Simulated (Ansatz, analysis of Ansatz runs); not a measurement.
# Cs3Li2Cl5 (Imm2), V_Cl hop (3.8 Å): attempt frequency at charge 0

Aim: the prefactor of a hop in Cs3Li2Cl5 (Imm2) (V_Cl hop (3.8 Å), charge 0) from the modes of the moving atom at the start and at the top of a path found beforehand. Model: a cell of 60 host atoms with 1 Cl taken out.

Program: Ansatz 0.2.0. Level of theory: plane-wave PAW DFT, PBEsol; finite-difference force constants of the moving atom alone. Results are calculated unless marked as measured.

## Step 1: The structure

The cell holds 59 atoms: 18 Cs, 12 Li and 29 Cl. Its edges and angles: a = 12.405 Å, b = 11.479 Å, c = 12.396 Å, α = 103.4°, β = 99.6°, γ = 90.0°. It derives from Cs3Li2Cl5 (space group Imm2). Nearest the centre at fractional (0.689, 0.796, 0.642): Li55 at 1.30 Å, Cl58 at 1.84 Å, Cs51 at 2.98 Å, Cs31 at 2.98 Å, Cl57 at 3.24 Å, Cl38 at 3.24 Å, Li54 at 3.61 Å, Li34 at 3.61 Å.

The cell's shortest repeat is 11.5 Å.

## Step 2: Vibrations of the moving atom at the start point

Harmonic transition-state theory takes the prefactor from the modes at the minimum and at the top. Only the moving atom is displaced, by 0.02 Å, which takes six displaced runs and a reference; the host's atoms are held.

Input file q0_M1.start.modes/input.yaml:

```yaml
crystal:
  lattice:
    - [-7.26279126, 0.0, 10.05668361]
    - [-9.30599473, 0.0, -6.72048182]
    - [3.53696389, -11.88058461, 0.00400652]
  atoms:
    - { symbol: Cs, position: [0.20682154, 0.17951922, 0.75211497] }
    - { symbol: Cs, position: [0.29068222, 0.30438378, 0.24781799] }
    - { symbol: Cs, position: [0.24818905, 0.49248785, -0.00029802] }
    - { symbol: Li, position: [0.1534015, 0.09211502, 0.43164817] }
    - { symbol: Li, position: [0.00761173, 0.37555464, 0.56790043] }
    - { symbol: Cl, position: [-0.00154393, 0.16276456, 0.51783141] }
    - { symbol: Cl, position: [0.12091531, 0.05572563, 0.23697219] }
    - { symbol: Cl, position: [0.16178605, 0.40092623, 0.48072733] }
    - { symbol: Cl, position: [0.04205234, 0.43508482, 0.76271609] }
    - { symbol: Cl, position: [0.08145249, 0.24321868, -0.00016219] }
    - { symbol: Cs, position: [0.20706235, 0.67951897, 0.75293637] }
    - { symbol: Cs, position: [0.28888363, 0.80320403, 0.24626063] }
    - { symbol: Cs, position: [0.24812111, 0.99312561, -0.00016026] }
    - { symbol: Li, position: [0.15363266, 0.58862646, 0.43127968] }
    - { symbol: Li, position: [0.00953658, 0.87295545, 0.56788944] }
    - { symbol: Cl, position: [0.00224389, 0.66169987, 0.51909599] }
    - { symbol: Cl, position: [0.12117672, 0.55427374, 0.23679076] }
    - { symbol: Cl, position: [0.16164971, 0.90463568, 0.48114587] }
    - { symbol: Cl, position: [0.04178053, 0.93583045, 0.76242243] }
    - { symbol: Cl, position: [0.08194245, 0.74339935, 0.00012938] }
    - { symbol: Cs, position: [0.54130731, 0.17781564, 0.75269298] }
    - { symbol: Cs, position: [0.62292043, 0.30449836, 0.24842689] }
    - { symbol: Cs, position: [0.5814209, 0.49192806, 0.0002277] }
    - { symbol: Li, position: [0.4885486, 0.08556284, 0.43104467] }
    - { symbol: Li, position: [0.34480407, 0.37514985, 0.56798711] }
    - { symbol: Cl, position: [0.33722823, 0.16235055, 0.51791793] }
    - { symbol: Cl, position: [0.45465966, 0.05434408, 0.23688339] }
    - { symbol: Cl, position: [0.49844063, 0.41193168, 0.48410812] }
    - { symbol: Cl, position: [0.37548183, 0.43493355, 0.76276329] }
    - { symbol: Cl, position: [0.41525743, 0.24323404, 7.744e-05] }
    - { symbol: Cs, position: [0.53987257, 0.67771584, 0.75342408] }
    - { symbol: Cs, position: [0.62193693, 0.80282628, 0.24212397] }
    - { symbol: Cs, position: [0.58160061, 0.9922442, -0.00098327] }
    - { symbol: Li, position: [0.49084532, 0.59887486, 0.43253484] }
    - { symbol: Li, position: [0.34285833, 0.87330213, 0.56793581] }
    - { symbol: Cl, position: [0.33412806, 0.66209786, 0.51913544] }
    - { symbol: Cl, position: [0.45441607, 0.55600269, 0.23724549] }
    - { symbol: Cl, position: [0.49702154, 0.89649506, 0.47936951] }
    - { symbol: Cl, position: [0.37533766, 0.93610572, 0.76246567] }
    - { symbol: Cl, position: [0.414176, 0.74312333, -0.00112071] }
    - { symbol: Cs, position: [0.87273778, 0.1778927, 0.75272682] }
    - { symbol: Cs, position: [0.95504716, 0.30416784, 0.24800744] }
    - { symbol: Cs, position: [0.91520499, 0.4920138, 0.00010107] }
    - { symbol: Li, position: [0.81839412, 0.08554018, 0.43095511] }
    - { symbol: Li, position: [0.67647236, 0.37495177, 0.56985126] }
    - { symbol: Cl, position: [0.66800278, 0.1632098, 0.51797201] }
    - { symbol: Cl, position: [0.78745364, 0.05426584, 0.23674697] }
    - { symbol: Cl, position: [0.82593054, 0.41226239, 0.48427366] }
    - { symbol: Cl, position: [0.70885277, 0.43488834, 0.76447381] }
    - { symbol: Cl, position: [0.74810558, 0.24217517, -0.00023706] }
    - { symbol: Cs, position: [0.87443224, 0.67752478, 0.75350658] }
    - { symbol: Cs, position: [0.95639925, 0.80312196, 0.24604155] }
    - { symbol: Cs, position: [0.91472563, 0.99220942, -0.00068167] }
    - { symbol: Li, position: [0.81653838, 0.59919127, 0.43253979] }
    - { symbol: Li, position: [0.67583817, 0.85774341, 0.56475748] }
    - { symbol: Cl, position: [0.78788596, 0.55585678, 0.23716844] }
    - { symbol: Cl, position: [0.82604685, 0.89614264, 0.47888524] }
    - { symbol: Cl, position: [0.70814823, 0.930117, 0.75909557] }
    - { symbol: Cl, position: [0.74857392, 0.7428081, -0.00107655] }
  symmetry: { detect: false }
basis:
  ecutwfc: 420
  xc_grid: 2
hamiltonian:
  xc: pbesol
kpoints:
  mp_grid: { grid: [1, 1, 1], shift: [0.25, 0.25, 0.25] }
magnetization:
  spin_polarized: true
  initial_magnetization: 1
  spin_locking: { lock_magnetization: hard }
scf:
  occupations: { method: fixed }
  max_iter: 100
phonons:
  supercell: [1, 1, 1]
  displaced_sites: [57]
  amplitude: 0.02
```

Command:

```sh
$ ansatz run input.yaml --threads 32 --pin off --max-ram 84787MiB --backend cuda --events-out ev --progress --plain --runs-dir out --max-vram 78GiB
```

Numbers of over 12 decimals in the logs are rounded to 6 here.

Log:

```text
Engine: ansatz 0.2.0, aarch64-unknown-linux-gnu
[...]
Pseudopotential: Cs, paw, valence charge 9, recommended cutoff 420 eV (normal), Cs.paw.azcp
Pseudopotential: Li, paw, valence charge 3, recommended cutoff 420 eV (normal), Li.paw.azcp
Pseudopotential: Cl, paw, valence charge 7, recommended cutoff 420 eV (normal), Cl.paw.azcp
Functional definition: PBEsol
[...]
Crystal: 59 atoms, lattice volume = 1691.758 Å³
Basis set: ecut = 420 eV, 33071 PW (Γ), exchange–correlation on 180×160×180 points (8 copies of the dense FFT grid, shifted against one another)
Bands: 260, of which v1, the nominal top of the filled ones, is band 201 counted from 1 (200 counted from 0)
[...]
k-points: 1
[...]
Functional: x = pbesol(κ = 0.804, μ = 0.123457), c = pbesol(β = 0.046)
SCF 1 converged in 11 iterations: F = -133854.186216 eV  dr2 = 5.04e-9
[...]
SCF iter   1: F=—  HF=-133854.185510 eV  |F-HF|=—  |Δ(HF+E_count)|=         —  Δρ=2.60e-7 (↑2.60e-7 ↓2.53e-7)  dr2=6.26e-9  dr2_m=9.83e-11  M=1.000 μB ∫|m|=1.017 μB  β_m=0.30  ethr=5.71e-8  ⟨swp⟩=6.0  [...]
[...]
spin=Collinear: Resta preconditioning applied to the charge; magnetization (m = ρ↑ − ρ↓) channel mixes plain (no charge-response kernel on spin).
[...]
SCF 2 converged in 4 iterations: F = -133854.186216 eV  dr2 = 9.32e-11
[...]
SCF 8 converged in 5 iterations: F = -133854.185988 eV  dr2 = 2.53e-11
SCF converged after 4 iterations
[...]
--- Phonons: 6 displaced members + reference (amplitude 0.02 Å, Σ member SCF iterations 37) ---
  symmetry images taken by strict's conditions (phonons.symmetry_images: auto; settled by no image being taken that strict refuses)
  force constants formed among 1 of 59 sites (Cl 57); the other 58 at rest. The modes move the named sites alone.
  the frequencies, the zero-point energy and the sums are of the block with the acoustic sum rule laid on its rows. Row sums over every site: 8.9e-5 eV/Å² at the most
  transpose residual: 2.2e-4 eV/Å²
  largest component of a force at the reference: 4.5e-3 eV/Å on a named site, 1.1e-2 eV/Å on a site at rest
  frequencies among the named sites at Γ of the cell (cm⁻¹): 101.36 102.24 154.90
  unstable modes among the named sites: 0
  frequencies as built, with no sum rule (cm⁻¹): 101.36 102.24 154.90
  zero-point energy: 0.022224 eV/cell   skipped modes (ω ≤ 0): 0
  not written: the harmonic force-constant file, the file of eigenvectors (these modes' are written with the force constants), the density of states and the dispersion, which are of every site
[...]
```

Elapsed: 6 s, on 1 × NVIDIA GB200 with 32 threads of Arm Neoverse V2, shared host; peak memory 2.6 GiB.

This step gave:

* free energy: -133854.1862 eV
* total moment: 1 μB
* integral of the absolute spin density: 1.017 μB
* spin contamination: 8.88e-4
* frequencies of moving atom: 101.4, 102.2, 154.9 cm⁻¹ (negative: imaginary)

The three modes are 101, 102 and 155 cm⁻¹: all real, a minimum for this atom with the others held.

## Step 3: Vibrations of the moving atom at the top of the path

The same at the top, where the mode along the path should be imaginary.

Input file q0_M1.top.modes/input.yaml:

```yaml
crystal:
  lattice:
    - [-7.26279126, 0.0, 10.05668361]
    - [-9.30599473, 0.0, -6.72048182]
    - [3.53696389, -11.88058461, 0.00400652]
  atoms:
    - { symbol: Cs, position: [0.20681263, 0.17390428, 0.75094153] }
    - { symbol: Cs, position: [0.29000853, 0.30542521, 0.24947544] }
[... 12 atom lines left out ...]
    - { symbol: Li, position: [0.00590939, 0.87122136, 0.56736584] }
    - { symbol: Cl, position: [-0.00030557, 0.66047595, 0.51959705] }
[... 2 atom lines left out ...]
    - { symbol: Cl, position: [0.03992191, 0.9349015, 0.76282119] }
[... 11 atom lines left out ...]
    - { symbol: Cs, position: [0.53140342, 0.66550456, 0.76152446] }
[... 2 atom lines left out ...]
    - { symbol: Li, position: [0.49454053, 0.59722022, 0.43490273] }
    - { symbol: Li, position: [0.34576844, 0.87159803, 0.56702654] }
[... 2 atom lines left out ...]
    - { symbol: Cl, position: [0.48690121, 0.90058469, 0.46510212] }
[... 12 atom lines left out ...]
    - { symbol: Cs, position: [0.88691221, 0.66515123, 0.76342265] }
[... 2 atom lines left out ...]
    - { symbol: Li, position: [0.81269271, 0.59872801, 0.43612137] }
    - { symbol: Li, position: [0.67331806, 0.93163547, 0.54972281] }
[... 1 atom line left out ...]
    - { symbol: Cl, position: [0.83143457, 0.90057793, 0.46412042] }
    - { symbol: Cl, position: [0.69041296, 0.78859235, 0.64330859] }
    - { symbol: Cl, position: [0.74888887, 0.74241247, -0.00069077] }
  symmetry: { detect: false }
basis:
  ecutwfc: 420
  xc_grid: 2
hamiltonian:
  xc: pbesol
kpoints:
  mp_grid: { grid: [1, 1, 1], shift: [0.25, 0.25, 0.25] }
magnetization:
  spin_polarized: true
  initial_magnetization: 1
  spin_locking: { lock_magnetization: hard }
scf:
  occupations: { method: fixed }
  max_iter: 100
phonons:
  supercell: [1, 1, 1]
  displaced_sites: [57]
  amplitude: 0.02
```

Log:

```text
[...]
Crystal: 59 atoms, lattice volume = 1691.758 Å³
Basis set: ecut = 420 eV, 33071 PW (Γ), exchange–correlation on 180×160×180 points (8 copies of the dense FFT grid, shifted against one another)
Bands: 260, of which v1, the nominal top of the filled ones, is band 201 counted from 1 (200 counted from 0)
[...]
k-points: 1
[...]
SCF 1 converged in 13 iterations: F = -133852.944775 eV  dr2 = 4.27e-9
[...]
SCF iter   1: F=—  HF=-133852.944057 eV  |F-HF|=—  |Δ(HF+E_count)|=         —  Δρ=6.20e-7 (↑6.20e-7 ↓2.46e-7)  dr2=6.51e-8  dr2_m=1.46e-9  M=1.000 μB ∫|m|=1.050 μB  β_m=0.30  ethr=6.00e-8  ⟨swp⟩=7.5   [...]
[...]
SCF iter   2: F=—  HF=-133852.944775 eV  |F-HF|=—  |Δ(HF+E_count)|=   7.17e-4  Δρ=4.32e-7 (↑4.32e-7 ↓1.23e-7)  dr2=3.14e-8  dr2_m=7.60e-10  M=1.000 μB ∫|m|=1.050 μB  β_m=0.24  ethr=1.62e-11  ⟨swp⟩=4.0 [...]
[...]
SCF 2 converged in 7 iterations: F = -133852.944775 eV  dr2 = 7.51e-10
[...]
SCF 8 converged in 6 iterations: F = -133852.944425 eV  dr2 = 2.24e-11
SCF converged after 7 iterations
[...]
transpose residual: 5.9e-4 eV/Å²
[...]
frequencies among the named sites at Γ of the cell (cm⁻¹): -115.92 125.05 213.20
  unstable modes among the named sites: 1
  frequencies as built, with no sum rule (cm⁻¹): -115.91 125.05 213.20
  zero-point energy: 0.020969 eV/cell   skipped modes (ω ≤ 0): 1, of them read as no rigid motion or as one in doubt: 1 (1.000e0 modes/cell left out, lowest -115.92 cm⁻¹)
[...]
```

Run time: 6.4 s. Hardware: 1 × NVIDIA GB200 with 32 threads; peak memory 2.7 GiB.

Read from the output:

| Item | Value |
| --- | --- |
| free energy | -133852.9448 eV |
| total moment | 1 μB |
| integral of the absolute spin density | 1.049 μB |
| spin contamination | 0.002138 |
| frequencies of moving atom | -115.9, 125.0, 213.2 cm⁻¹ (negative: imaginary) |

The three modes are 116i, 125 and 213 cm⁻¹: one imaginary, a saddle of first order for this atom with the others held.

## Step 4: Attempt frequency and hop rate

Analysis of the runs above: harmonic transition-state theory from the moving atom's modes alone (Vineyard), PBEsol.

It gives:

```yaml
attempt_frequency: 1.805 THz
```

Table of hop rate by temperature:

| temperature (K) | hop rate (1/s) |
| --- | --- |
| 200 | 9.4e-20 |
| 300 | 2.5e-9 |
| 400 | 4.1e-4 |
| 600 | 67.4 |
| 800 | 27273 |
| 1000 | 1.0e6 |

## Step 5: Summary of results

```yaml
attempt_frequency_attempt_frequency_and_hop_rate: 1.80 THz
```

**Reading.** The attempt frequency, the product of the three frequencies at the start over that of the two real ones at the top (Vineyard), is 1.8 THz. With the barrier of 1.24 eV it gives 6.7e+01 hops a second at 600 K along this one path; equivalent neighbouring sites multiply that. The host's atoms were held, though they move along the path too, so the prefactor is rough. Keep in mind: one k-point off the zone centre stands for the whole zone; PBEsol makes the gap too small and tends to spread out bound carriers; spin–orbit coupling, which can matter with heavy atoms, is left out.

[Logs are printed without paths, hosts, clocks, repeated set-up lines and the standing remarks that a program may print on its own settings, such as how far it seeks lower states.]

[Hosts, paths, dates, database ids (printed as entryN), source tags and the programs' standing remarks are cut or masked in the printed files.]
